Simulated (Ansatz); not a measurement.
# What HfCdS3 (model cell, started as cubic perovskite with Hf in the octahedra) distorts into, part 3 of 3

Aim: this structure of HfCdS3 (model cell, started as cubic perovskite with Hf in the octahedra) is to be tested for unstable modes, and one is followed downhill.

Ansatz 0.2.0; DFT PBEsol, scalar-relativistic, plane waves, PAW; PAW set soft_1.

So far. Step 5 (Energy along the mode, all amplitudes (two of the runs …): The lowest of the steps tried is the last one, at 0.6 Å, 310 meV/atom below the parent; the bottom of the well need not coincide with a step. Step 7 (The new phase in its own primitive cell): The largest force component left is 0.40 meV/Å and the pressure is -0.004 GPa, within the tolerances set. The cell now holds 21.52 Å³/atom. The relaxed cell has a = 6.580, c = 17.217 Å (conventional setting).

The structure was built from a prototype and need not be the compound's stable phase.

### Step 8. Modes of the new phase, k-mesh 6×6×6, occupations fixed

A relaxed structure may still be a saddle point, so its zone-centre modes are computed. The response to a homogeneous field gives the Born charges and the dielectric tensor.

File input.yaml:

```yaml
crystal:
  lattice:
    - [3.2899627313, 1.8994608685, 5.7388998122]
    - [-3.2899627313, 1.8994608685, 5.7388998122]
    - [0.0, -3.7989217371, 5.7388998122]
  atoms:
    - { symbol: Cd, position: [0.75, 0.75, 0.75] }
    - { symbol: Cd, position: [0.25, 0.25, 0.25] }
    - { symbol: Hf, position: [0.5, 0.5, 0.5] }
    - { symbol: Hf, position: [0.0, 0.0, 0.0] }
    - { symbol: S, position: [0.3744241639, 0.75, 0.1255758361] }
    - { symbol: S, position: [0.6255758361, 0.25, 0.8744241639] }
    - { symbol: S, position: [0.1255758361, 0.3744241639, 0.75] }
    - { symbol: S, position: [0.8744241639, 0.6255758361, 0.25] }
    - { symbol: S, position: [0.75, 0.1255758361, 0.3744241639] }
    - { symbol: S, position: [0.25, 0.8744241639, 0.6255758361] }
kpoints:
  mp_grid: { grid: [6, 6, 6] }
hamiltonian:
  xc: pbesol
  pseudopotentials: { kind: paw, azcp: { folder: soft_1 }, xc_functional: pbe }
scf:
  occupations: { method: fixed }
output:
  eigenvalues: true
phonons:
  method: dfpt
  dielectric: true
  rigid_motions: translations
```

Command:

```console
$ ansatz run input.yaml --threads 4 --pin off --max-ram 16384MiB --backend cpu --events-out ev --progress --plain --runs-dir out
```

Numbers of over 12 decimals in the logs are rounded to 6 here.

Log:

```text
[...]
Crystal: 10 atoms, lattice volume = 215.180 Å³
Basis set: ecut = 420 eV, 4177 PW (Γ), exchange–correlation on 96×96×96 points (8 copies of the dense FFT grid, shifted against one another)
Bands: 77, of which v1, the nominal top of the filled ones, is band 64 counted from 1 (63 counted from 0)
Symmetry: 12 space group operations
k-points: 112 of 216 (irreducible under 1 space group operation, time reversal used)
[...]
SCF iter   1: F=—  HF=-52888.404320 eV  |F-HF|=—  |Δ(HF+E_count)|=         —  Δρ=4.71e-2  dr2=9.32e0  ethr=3.10e-3  ⟨swp⟩=4.9  Hψ=28122  notcnv=0  defer=1211
[...]
SCF iter  12: F=-52885.974063 eV  HF=-52885.974063 eV  |F-HF|=0.00e0  |Δ(HF+E_count)|=  1.02e-10  Δρ=8.14e-8  dr2=1.60e-11  ethr=1.00e-12  ⟨swp⟩=15.9  Hψ=62550  notcnv=0
SCF 1 converged in 12 iterations: F = -52885.974063 eV  dr2 = 1.60e-11
[...]
NSCF: frozen V_eff on 6 k-points
DFPT response loops at Γ: preconditioner auto → Resta (q_TF=auto, 2.502 Å⁻¹)  ε∞=7.5 (no band partly filled); β = 1.00, the filter's whole step (`scf.mixing.beta` (0.50) is not read by the response loops at its default; to damp them type it under 1.00, their step now; it binds the ground state too); Broyden in place of MSR1
── the response to a field inside a basis, on 10×10×10 k-points: an SCF that follows is theirs, and a resumed run solves both again ──
Bands: 65, of which v1, the nominal top of the filled ones, is band 64 counted from 1 (63 counted from 0)
k-points: 110 of 1000
[...]
Eigensolver: Dense (110 Hₖ)
SCF iter   1: F=—  HF=-52885.744733 eV  |F-HF|=—  |Δ(HF+E_count)|=         —  Δρ=4.17e-4  dr2=1.22e-4  ethr=1.00e-1
[...]
SCF iter   6: F=-52885.744768 eV  HF=-52885.744768 eV  |F-HF|=2.28e-9  |Δ(HF+E_count)|=   3.42e-8  Δρ=1.61e-6  dr2=6.69e-9  ethr=8.82e-11
SCF 1 converged in 6 iterations: F = -52885.744768 eV  dr2 = 6.69e-9
[...]
WARN: field response: ε∞ stands inside a basis, on 10×10×10 points; the force constants stand on the 6×6×6 k-mesh, whose period is 12.92 times the interband length at k = (0.0000, 0.0000, 0.0000), direct gap 1.360 eV, under 14: take them and everything formed from them as unconverged, and compare with a denser kpoints.mp_grid
SCF converged after 12 iterations
Free energy (F): -52885.974063 eV
[...]
Internal energy: -52885.974063 eV  (E = F + TS)
E sigma→0 (E₀):  -52885.974063 eV
Fermi energy:    9.011963 eV
[...]
--- Band table (eV; the first three rows and the last of 112) ---
  k-point 0: bands = [... 60 lower, 8.5777, 8.7745, 8.7745, 9.0120, 10.3715, 10.4847, 10.4847, 11.7944, ... 9 higher]
  k-point 1: bands = [... 60 lower, 8.3754, 8.5537, 8.5645, 8.8214, 10.5612, 10.6676, 10.7843, 11.8265, ... 9 higher]
  k-point 2: bands = [... 60 lower, 8.1184, 8.3844, 8.3985, 8.5660, 10.6986, 10.8654, 11.2714, 11.6489, ... 9 higher]
  k-point 111: bands = [... 60 lower, 8.4793, 8.4793, 8.4793, 8.4793, 11.1336, 11.1336, 11.9233, 11.9233, ... 9 higher]
--- Phonons (Γ-DFPT): 6 representative perturbations + reference, on 112 of 216 k-points (Σ response iterations 28) ---
  k mesh reduced under 1 symmetry operation, with k and −k counted as one. Each operation leaves every solved perturbation unchanged. A smaller set is not considered because the run solves the response to a homogeneous field
  ASR residual: 2.171e-5 → 0.000e0 eV/Å²; symmetrization residual: 6.135e-5 eV/Å²
  ASR residual per site (eV/Å²): 2.17e-5 2.17e-5 9.06e-6 9.06e-6 8.87e-6 8.87e-6 9.95e-6 9.95e-6 8.87e-6 8.87e-6
  Γ frequencies (cm⁻¹): -45.97 -32.38 0.00 0.00 0.00 36.29 36.29 64.42 64.42 68.76 68.84 68.84 108.15 108.15 148.19 151.95 151.95 152.31 235.99 235.99 263.94 275.94 276.30 290.36 290.36 315.87 315.87 316.58 316.58 402.55
  ε∞ (high-frequency dielectric tensor):
       10.521207    -0.000000    -0.000000
       -0.000000    10.521207     0.000000
       -0.000000     0.000000     9.617564
  softest optical mode at Γ: -45.97 cm⁻¹; the repairs (sum rule, projections) moved no ω² at Γ by more than (3.97 cm⁻¹)²
  Born effective charges Z* (e; rows j = field, columns β = displacement):
    site 0:
         2.74835    0.00000    0.00000
        -0.00000    2.74835    0.00000
         0.00000    0.00000    1.82905
    site 1:
         2.74835    0.00000    0.00000
        -0.00000    2.74835    0.00000
         0.00000    0.00000    1.82905
    site 2:
         7.06778   -0.47861   -0.00000
         0.47861    7.06778   -0.00000
         0.00000   -0.00000    7.21876
    site 3:
         7.06778    0.47861    0.00000
        -0.47861    7.06778   -0.00000
        -0.00000   -0.00000    7.21876
    site 4:
        -3.63613    0.63061   -1.68143
         0.63061   -2.90796    0.97078
        -1.81165    1.04596   -3.01594
    site 5:
        -3.63613    0.63061   -1.68143
         0.63061   -2.90796    0.97078
        -1.81165    1.04596   -3.01594
    site 6:
        -2.54387   -0.00000    0.00000
        -0.00000   -4.00021   -1.94155
         0.00000   -2.09192   -3.01594
    site 7:
        -2.54387   -0.00000    0.00000
        -0.00000   -4.00021   -1.94155
         0.00000   -2.09192   -3.01594
    site 8:
        -3.63613   -0.63061    1.68143
        -0.63061   -2.90796    0.97078
         1.81165    1.04596   -3.01594
    site 9:
        -3.63613   -0.63061    1.68143
        -0.63061   -2.90796    0.97078
         1.81165    1.04596   -3.01594
  Z* charge neutrality: 1.863e-2 e pre-enforcement
  solved inside a basis spanned on kpoints, on 10×10×10 k-points, taken by the longest dipole's decay: ε∞ is read to err by 5.4e-2, Z* by 1.5e-1 e (field_mesh: kpoints solves on kpoints); Z* is corrected for what the basis lacks
  optical modes at Γ without the LO–TO term, one row a degenerate level:
      ω (cm⁻¹)  modes    IR ((D/Å)²/amu)
        -45.97      1             4.9977
        -32.38      1             0.0000
         36.29      2             0.0003
         64.42      2            18.2584
         68.76      1            19.1809
         68.84      2             0.0000
        108.15      2             0.0000
[...]
optical modes at Γ + LO–TO along q̂ = [1.0000, 0.0000, 0.0000]:
      ω (cm⁻¹)  modes    IR ((D/Å)²/amu)
[...]
optical modes at Γ + LO–TO along q̂ = [0.0000, 1.0000, 0.0000]:
      ω (cm⁻¹)  modes    IR ((D/Å)²/amu)
[...]
optical modes at Γ + LO–TO along q̂ = [0.0000, 0.0000, 1.0000]:
      ω (cm⁻¹)  modes    IR ((D/Å)²/amu)
[...]
128.66      1             5.5769
        148.19      1             0.0000
        151.95      2             0.6995
        152.31      1             0.0000
        235.99      2           105.1212
        275.94      1             0.0000
        276.30      1             0.0000
        290.36      2             0.0000
        315.87      2            21.3744
        316.58      2             0.0000
        363.42      1            67.2634
        402.55      1             0.0000
```

Elapsed: 11 min, on 4 threads of Arm Neoverse V2, shared host; peak memory 6.9 GiB; 45 min of CPU time.

This step gave:

* sum-rule residual before enforcement: 2.17e-5 eV/Å²
* miss of the charge sum rule: 0.01863 e
* estimated error of the dielectric tensor: 0.05440
* estimated error of the Born charges: 0.1507 e
* point group: -3m
* highest optical mode at the zone centre (no LO-TO term): 402.6 cm⁻¹
* lowest optical zone-centre mode: -45.97 cm⁻¹
* mean high-frequency dielectric constant: 10.22
* largest Born charge (third of the trace): 7.118 e
* top of the zone-centre spectrum with the field: 402.6 cm⁻¹

Patterns of degenerate modes are one choice out of their space. Modes at Γ, with each element's share of the kinetic energy (negative means imaginary):

```
mode  frequency (cm⁻¹)  symmetry  Cd %  Hf %  S %
   1             -46.0       A2u    66     9   25
   2             -32.4       A2g   100     0    0
   3               0.0  acoustic    29    46   25
   4               0.0  acoustic    29    46   25
   5               0.0  acoustic    29    46   25
   6              36.3        Eu    32    28   41
   7              36.3        Eu    32    28   41
   8              64.4        Eu     3    33   64
   9              64.4        Eu     3    33   64
  10              68.8       A2u     4    40   56
  11              68.8        Eg    41     0   59
  12              68.8        Eg    41     0   59
  13             108.2        Eg    47     0   53
  14             108.2        Eg    47     0   53
  15             148.2       A1u     0    97    3
  16             151.9        Eu    14    86    1
  17             151.9        Eu    14    86    1
  18             152.3       A2g     0     0  100
  19             236.0        Eu    19     4   77
  20             236.0        Eu    19     4   77
  21             263.9       A2u     0     5   95
  22             275.9       A1u     0     3   97
  23             276.3       A1g     0     0  100
  24             290.4        Eg    12     0   88
  25             290.4        Eg    12     0   88
  26             315.9        Eu     4     4   93
  27             315.9        Eu     4     4   93
  28             316.6        Eg     1     0   99
  29             316.6        Eg     1     0   99
  30             402.6       A2g     0     0  100
```

Displacements in mode 1 (-46.0 cm⁻¹), the largest set to 1:
```
Cd1  0.00  0.00  1.00
Cd2  0.00  0.00  1.00
Hf3  0.00  0.00 -0.29
Hf4  0.00  0.00 -0.29
S5   0.16 -0.09 -0.63
S6   0.16 -0.09 -0.63
S7   0.00  0.19 -0.63
S8   0.00  0.19 -0.63
S9  -0.16 -0.09 -0.63
S10 -0.16 -0.09 -0.63
```

Displacements in mode 12 (68.8 cm⁻¹), the largest set to 1:
```
Cd1  0.80  0.13  0.00
Cd2 -0.80 -0.13  0.00
Hf3  0.00  0.00  0.00
Hf4  0.00  0.00  0.00
S5   0.75  0.08 -0.83
S6  -0.75 -0.08  0.83
S7   0.69  0.13 -0.17
S8  -0.69 -0.13  0.17
S9   0.76  0.15  1.00
S10 -0.76 -0.15 -1.00
```

Optical modes at the zone centre, without and with the macroscopic field of the longitudinal modes; each column is sorted by frequency, so a row need not hold one and the same mode. Modes with and without the field, by row:

```
rank among optical modes  no field (cm⁻¹)  q along (1, 0, 0) (cm⁻¹)  q along (0, 0, 1) (cm⁻¹)
                       1              -46                       -46                     -33.2
                       2            -32.4                     -32.4                     -32.4
                       3             36.3                      36.3                      36.3
                       4             36.3                      36.3                      36.3
                       5             64.4                      64.4                      64.4
                       6             64.4                      68.8                      64.4
                       7             68.8                      68.8                      68.8
                       8             68.8                      68.8                      68.8
                       9             68.8                        90                     108.2
                      10            108.2                     108.2                     108.2
                      11            108.2                     108.2                     128.7
                      12            148.2                     148.2                     148.2
                      13            151.9                     151.9                     151.9
                      14            151.9                     152.3                     151.9
                      15            152.3                     152.4                     152.3
                      16              236                       236                       236
                      17              236                     263.9                       236
                      18            263.9                     275.9                     275.9
                      19            275.9                     276.3                     276.3
                      20            276.3                     290.4                     290.4
                      21            290.4                     290.4                     290.4
                      22            290.4                     293.5                     315.9
                      23            315.9                     315.9                     315.9
                      24            315.9                     316.6                     316.6
                      25            316.6                     316.6                     316.6
                      26            316.6                     365.7                     363.4
                      27            402.6                     402.6                     402.6
```

Born charge (rows field, columns displacement) (e), principal values of the symmetric part by kind of site:

```
atom  atoms with these values    low  middle   high   mean
 Cd1                        2   1.83    2.75   2.75   2.44
 Hf3                        2   7.07    7.07   7.22   7.12
  S5                        6  -5.58   -2.54  -1.43  -3.19
```

In full for Hf3:

```
 7.07 -0.48  0.00
 0.48  7.07  0.00
 0.00  0.00  7.22
```

High-frequency dielectric tensor:

```
10.52  0.00  0.00
 0.00 10.52  0.00
 0.00  0.00  9.62
```

Transverse modes; imaginary modes are left out. Infrared lines, with heights relative to the strongest:

```
position (cm⁻¹)  lines merged  relative intensity
             36             1                 0.0
             64             1                  17
             69             2                  18
            108             1                 0.0
            148             1                 0.0
            152             2                 0.7
            236             1                 100
            264             1                  46
            276             2                 0.0
            290             1                 0.0
            316             1                  20
            317             1                 0.0
            402             1                 0.0
```

Before it was imposed, the acoustic sum rule was missed by 2.2e-5 eV/Å² and the charge sum rule by 0.019 e. Small misses are needed for a sound result but don't prove that mesh and cutoff are converged. The lowest optical mode is imaginary, 46.0i cm⁻¹, so the energy falls along it.

The log warns of the k mesh: “the force constants stand on the 6×6×6 k-mesh, whose period is 12.92 times the interband length at k = (0.0000, 0.0000, 0.0000), direct gap 1.360 eV, under 14: take them and everything formed from them as unconverged”.

### Step 9. What came out

```json
{"unstable mode of the parent": "q = (-0.5, -0.5, -0.5), 189i cm⁻¹", "depth at the lowest point sampled": "310 meV/atom", "largest atomic shift at that point": "0.6 Å", "space group reached (within 0.01 Å)": "R-3c", "energy gained over the parent (first relaxation, on the mesh of the frozen mode)": "482 meV/atom", "volume per atom, phase reached": "21.5 Å³", "gap on the k-mesh, phase reached": "1.08 eV", "lowest optical zone-centre mode, phase reached": "-46.0 cm⁻¹", "highest optical mode at the zone centre (no LO-TO term), phase reached": "403 cm⁻¹"}
```

What this shows: Along this mode the structure falls into R-3c, 482 meV/atom below the parent. At the parent's cell the well is 309.6 meV/atom deep on the steps tried, with its lowest point at a shift of 0.6 Å. That is the last step tried, so the steps alone don't bracket the bottom of the well. Relaxing atoms and cell changes the gain by +172.72 meV/atom against the lowest step (energies at zero smearing). The new phase still has an imaginary mode at the zone centre of its cell, so it is a saddle point on the way to a lower structure. Of the 4 patterns followed to their end from this parent, this one reaches the lowest energy. Each path keeps the symmetry of its pattern, so a lower phase may lie along a pattern not tried. With the field response the log warns that the k mesh is coarse for the force constants too, so the frequencies may not be converged. With no gap, or one that is small against the smearing, the frequencies hang on the k mesh and the smearing, most of all near Kohn anomalies. Spin-orbit coupling is left out, which can matter for the heavy elements here. The PAW files were made for PBE and serve the other functionals too. The starting cell was built on a prototype and not taken from a measurement, so the phase need not exist.

[Logs are printed without paths, hosts, clocks, repeated set-up lines and the standing remarks that a program may print on its own settings, such as how far it seeks lower states.]

[Hosts, paths, dates, database ids (printed as entryN), source tags and the programs' standing remarks are cut or masked in the printed files.]
